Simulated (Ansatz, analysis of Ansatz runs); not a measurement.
# Li-H pair in ZnO: local vibrational mode against experiment, part 2 of 2

How near does this set-up come to the measured local vibrational mode? Subject: Li-H pair in ZnO. Set-up: PBE, 72-site cell, PBE lattice, 420 eV, k: the single point 1/4 1/4 1/4, anharmonic cut along the mode. The model is a cell of 72 host atoms with Li put on another atom's site and H put in between. The frequencies come from force constants among the defect atom and its neighbours, with the masses of the isotopes named.

Ansatz 0.2.0; PBE, 72-site cell, PBE lattice, 420 eV, k: the single point 1/4 1/4 1/4, anharmonic cut along the mode.

So far. Step 2 (Relaxation, charge 0): Neighbours of the added atoms: H73: O39 0.97, Li38 2.07, Zn61 2.50 Å.

## (3) Local vibrational modes

A local mode lives on the defect and the atoms next to it, so only the sites listed in the input are displaced, which costs far fewer SCF runs than the whole cell would.

This step: plane-wave PAW DFT, PBE; finite-displacement force constants among the atoms nearest to a defect, the others at rest.

Contents of modes/input.yaml:

```yaml
crystal:
  lattice:
    - [9.83855992, 0.0, 0.0]
    - [-4.91927996, 8.52044283, 0.0]
    - [0.0, 0.0, 10.58650209]
  atoms:
    - { symbol: Zn, position: [0.11048101, 0.222018382, 0.251625848] }
    - { symbol: Zn, position: [0.22051677, 0.109678763, 0.000761126] }
[... 11 atom lines left out ...]
    - { symbol: Zn, position: [0.227248333, 0.445515983, 0.498411782] }
[... 13 atom lines left out ...]
    - { symbol: O, position: [0.445258714, 0.222677736, 0.43795517] }
    - { symbol: Zn, position: [0.438190258, 0.209909887, 0.756432273] }
[... 6 atom lines left out ...]
    - { symbol: O, position: [0.444815703, 0.555077479, 0.437934092] }
    - { symbol: Zn, position: [0.43804522, 0.561906559, 0.756789393] }
    - { symbol: Li, position: [0.555363595, 0.444509954, 0.419347858] }
    - { symbol: O, position: [0.555525672, 0.444486018, 0.706555707] }
[... 6 atom lines left out ...]
    - { symbol: Zn, position: [0.554299628, 0.772637637, 0.498433742] }
[... 13 atom lines left out ...]
    - { symbol: O, position: [0.777187343, 0.554554236, 0.438011259] }
    - { symbol: Zn, position: [0.790078105, 0.561776471, 0.756578636] }
[... 8 atom lines left out ...]
    - { symbol: Zn, position: [0.885528935, 0.77233434, 0.498400225] }
[... 2 atom lines left out ...]
    - { symbol: H, position: [0.555495491, 0.44494332, 0.614579372] }
basis:
  ecutwfc: 420
  xc_grid: 2
hamiltonian:
  xc: pbe
kpoints:
  mp_grid: { grid: [1, 1, 1], shift: [0.25, 0.25, 0.25] }
scf:
  occupations: { method: fermi_dirac, width: 0.01 }
  max_iter: 120
output: {}
checkpoint:
  read: "../relax.run"
phonons:
  supercell: [1, 1, 1]
  displaced_sites: [36, 37, 38, 60, 72]
```

Command:

```
> ansatz run input.yaml --threads 2 --pin off --max-ram 4710MiB --backend cpu --events-out ev --progress --plain --runs-dir out
```

Numbers of over 12 decimals in the logs are rounded to 6 here.

The log of the run:

```text
[...]
Crystal: 73 atoms, lattice volume = 887.455 Å³
Basis set: ecut = 420 eV, 17351 PW (Γ), exchange–correlation on 144×144×144 points (8 copies of the dense FFT grid, shifted against one another)
Bands: 393, of which v1, the nominal top of the filled ones, is band 320 counted from 1 (319 counted from 0)
Symmetry: 1 space group operations
k-points: 1
[...]
SCF iter   6: F=-136829.660636 eV  HF=-136829.660636 eV  |F-HF|=1.16e-10  |Δ(HF+E_count)|=  8.73e-11  Δρ=3.75e-8  dr2=1.64e-11  ethr=1.00e-12  ⟨swp⟩=3.0  Hψ=1393  notcnv=0
SCF 1 converged in 6 iterations: F = -136829.660636 eV  dr2 = 1.64e-11
[...]
SCF 2 converged in 11 iterations: F = -136829.660606 eV  dr2 = 2.63e-12
[...]
SCF 3 converged in 10 iterations: F = -136829.660610 eV  dr2 = 3.03e-13
[...]
symmetry images taken by strict's conditions (phonons.symmetry_images: auto; settled by no image being taken that strict refuses)
  force constants formed among 5 of 73 sites (Zn 36, Li 37, O 38, Zn 60, H 72); the other 68 at rest. The modes move the named sites alone.
  the frequencies, the zero-point energy and the sums are of the block with the acoustic sum rule laid on its rows. Row sums over every site: 5.3e-4 eV/Å² at the most
  transpose residual: 1.5e-4 eV/Å²
  largest component of a force at the reference: 7.6e-3 eV/Å on a named site, 3.2e-3 eV/Å on a site at rest
  frequencies among the named sites at Γ of the cell (cm⁻¹): 121.61 155.29 201.14 211.20 212.82 218.98 304.69 349.02 357.22 372.38 475.66 484.36 665.84 670.49 3652.27
  unstable modes among the named sites: 0
  frequencies as built, with no sum rule (cm⁻¹): 121.60 155.30 201.14 211.20 212.82 218.98 304.71 349.02 357.21 372.41 475.65 484.35 665.82 670.47 3652.28
  zero-point energy: 0.524017 eV/cell   skipped modes (ω ≤ 0): 0
  not written: the harmonic force-constant file, the file of eigenvectors (these modes' are written with the force constants), the density of states and the dispersion, which are of every site
[key lines of the parts left out:]
SCF converged after 6 iterations
Free energy (F): -136829.660636 eV
Fermi energy:    7.562874 eV
```

Wall time 18 min (2 threads of Intel Xeon Platinum 8259CL at 2.50GHz (Skylake/Cascade Lake), shared host); peak memory 2.4 GiB.

Read from the output:

```yaml
free_energy: -136829.6606 eV
```

The modes with the largest weight on the probed atoms (the light atom of a pair), for the masses of each isotope. Modes of the displaced atoms (local only where they lie over the host's phonons):

```csv
isotopes,mode (cm⁻¹),share of the defect atoms
H,3653,0.944
H,670.5,0.848
H,665.9,0.839
D,2656,0.892
D,528.7,0.392
D,526.5,0.455
```

## (4) Point 1 along the mode

A light atom samples the curved part of its well, so the energy is mapped along the mode and the one-dimensional Schrödinger equation solved on it.

This step: plane-wave PAW DFT, PBE; single point of a defect supercell.

Contents of cut0/input.yaml:

```yaml
crystal:
  lattice:
    - [9.83855992, 0.0, 0.0]
    - [-4.91927996, 8.52044283, 0.0]
    - [0.0, 0.0, 10.58650209]
  atoms:
    - { symbol: Zn, position: [0.11048101, 0.222018382, 0.251625848] }
    - { symbol: Zn, position: [0.22051677, 0.109678763, 0.000761126] }
[... 11 atom lines left out ...]
    - { symbol: Zn, position: [0.227248333, 0.445515983, 0.498411782] }
[... 13 atom lines left out ...]
    - { symbol: O, position: [0.445258714, 0.222677736, 0.43795517] }
    - { symbol: Zn, position: [0.438190258, 0.209909887, 0.756432273] }
[... 6 atom lines left out ...]
    - { symbol: O, position: [0.444815703, 0.555077479, 0.437934092] }
    - { symbol: Zn, position: [0.438046899, 0.561904889, 0.756787232] }
    - { symbol: Li, position: [0.555363527, 0.444509542, 0.419247784] }
    - { symbol: O, position: [0.555525237, 0.444494109, 0.70494108] }
[... 6 atom lines left out ...]
    - { symbol: Zn, position: [0.554299628, 0.772637637, 0.498433742] }
[... 13 atom lines left out ...]
    - { symbol: O, position: [0.777187343, 0.554554236, 0.438011259] }
    - { symbol: Zn, position: [0.790074795, 0.561774828, 0.756576501] }
[... 8 atom lines left out ...]
    - { symbol: Zn, position: [0.885528935, 0.77233434, 0.498400225] }
[... 2 atom lines left out ...]
    - { symbol: H, position: [0.555504553, 0.444820456, 0.640923704] }
basis:
  ecutwfc: 420
  xc_grid: 2
hamiltonian:
  xc: pbe
kpoints:
  mp_grid: { grid: [1, 1, 1], shift: [0.25, 0.25, 0.25] }
scf:
  occupations: { method: fermi_dirac, width: 0.01 }
  max_iter: 120
output:
  forces: true
checkpoint:
  read: "../relax.run"
```

The log of the run:

```text
[...]
Warning: checkpoint.read: the run can stay near the saved state's solution: 5 site(s) moved relative to the saved geometry (max |Δs| = 2.634e-2 fractional); [...]
[...]
Crystal: 73 atoms, lattice volume = 887.455 Å³
Basis set: ecut = 420 eV, 17351 PW (Γ), exchange–correlation on 144×144×144 points (8 copies of the dense FFT grid, shifted against one another)
Bands: 393, of which v1, the nominal top of the filled ones, is band 320 counted from 1 (319 counted from 0)
Symmetry: 1 space group operations
[...]
k-points: 1
[...]
SCF iter   4: F=—  HF=-136825.145453 eV  |F-HF|=—  |Δ(HF+E_count)|=   5.52e-3  Δρ=5.05e-4  dr2=1.41e-3  ethr=3.32e-6  ⟨swp⟩=2.0  Hψ=651  notcnv=0  defer=45
automatic band count: iteration 4 solves 371 bands in place of 393: the levels show a gap, and the empty bands left out lie too high to hold charge; the band table lists the bands solved (type scf.n_extra_bands for more)
[...]
SCF converged after 10 iterations
Free energy (F): -136825.145208 eV
[...]
Internal energy: -136825.145208 eV  (E = F + TS)
E sigma→0 (E₀):  -136825.145208 eV
Fermi energy:    7.564951 eV
[...]
--- Forces (eV/Å), atoms counted from 1 ---
  atom   1  Zn     0.00094153     0.00155685     0.00365298
  atom   2  Zn    -0.00215102    -0.00356770     0.01298077
  [... 25 atoms left out ...]
  atom  28  O      0.00134023    -0.06177073    -0.03027459
  atom  29  Zn    -0.00157822    -0.04071133     0.04744887
  [... 6 atoms left out ...]
  atom  36  O     -0.05716790     0.03436869    -0.03381348
  atom  37  Zn    -0.03827451     0.02226345     0.04650146
  atom  38  Li    -0.00348889     0.00138755     0.26895939
  atom  39  O      0.11325176    -0.17970290    44.88714472
  [... 6 atoms left out ...]
  atom  46  Zn     0.00336526    -0.02647482    -0.02993204
  [... 13 atoms left out ...]
  atom  60  O      0.05529439     0.03078897    -0.03264713
  atom  61  Zn     0.03498104     0.02219309     0.04699001
  [... 11 atoms left out ...]
  atom  73  H     -0.11004398     0.17778133   -45.14206100
  max |Σ_I F_I| component: 3.26e-5 eV/Å
```

Run time: 37 s. Hardware: 2 threads; peak memory 2.1 GiB; 73 s of CPU time.

Read from the output:

```
free energy : -136825.1452 eV
```

The series, run alike:

| run | outcome | energy less the first (eV) | moment (μB) | time |
| --- | --- | --- | --- | --- |
| point 1 along the mode | converged | 0.0000 | 0.00 | 37 s |
| point 2 along the mode | converged | -2.6085 | 0.00 | 39 s |
| point 3 along the mode | converged | -3.7831 | 0.00 | 38 s |
| point 4 along the mode | converged | -4.3637 | 0.00 | 34 s |
| point 5 along the mode | converged | -4.4075 | 0.00 | 31 s |
| point 6 along the mode | converged | -4.1471 | 0.00 | 31 s |
| point 7 along the mode | converged | -3.8284 | 0.00 | 34 s |
| point 8 along the mode | converged | -3.4220 | 0.00 | 34 s |
| point 9 along the mode | converged | -3.0012 | 0.00 | 33 s |

## (5) Anharmonic fundamental

Analysis of the runs above: one-dimensional Schroedinger equation on a polynomial through PBE energies along the local mode.

It gives:

```
stretch            : 3490 cm⁻¹
stretch d          : 2564 cm⁻¹
stretch harmonic   : 3653 cm⁻¹
stretch d harmonic : 2656 cm⁻¹
```

Energy against normal coordinate:

| normal coordinate (amu½ Å) | energy (eV) |
| --- | --- |
| -0.288 | 4.52 |
| -0.211 | 1.91 |
| -0.144 | 0.732 |
| -0.072 | 0.152 |
| 0.000 | 0 |
| 0.072 | 0.108 |
| 0.144 | 0.368 |
| 0.211 | 0.687 |
| 0.288 | 1.09 |
| 0.365 | 1.51 |

## (6) Summary of results

```json
{
  "distance from the defect atom to its nearest neighbour": "0.974 Å",
  "O-H stretch, 1H": "3490 cm⁻¹",
  "O-D stretch, 2H": "2564 cm⁻¹",
  "time of the whole chain": "27 min on 2 threads"
}
```

In words: O-H stretch, 1H: computed 3490 cm⁻¹, measured 3577.3 cm⁻¹; 87 cm⁻¹ (2 %) below the measurement. O-D stretch, 2H: computed 2564 cm⁻¹, measured 2644.4 cm⁻¹; 80 cm⁻¹ (3 %) below the measurement. The anharmonic cut moves the O-H stretch, 1H from 3653 to 3490 cm⁻¹; a straight cut leaves out the coupling to the other modes. Only the named neighbours move, so modes near the host's band are approximate.

[Logs are printed without paths, hosts, clocks, repeated set-up lines and the standing remarks that a program may print on its own settings, such as how far it seeks lower states.]

[Hosts, paths, dates, database ids (printed as entryN), source tags and the programs' standing remarks are cut or masked in the printed files.]

[For some hosts the program warned that the k-mesh of the response run may be too coarse for force constants and the static dielectric constant; such warnings are not shown here.]
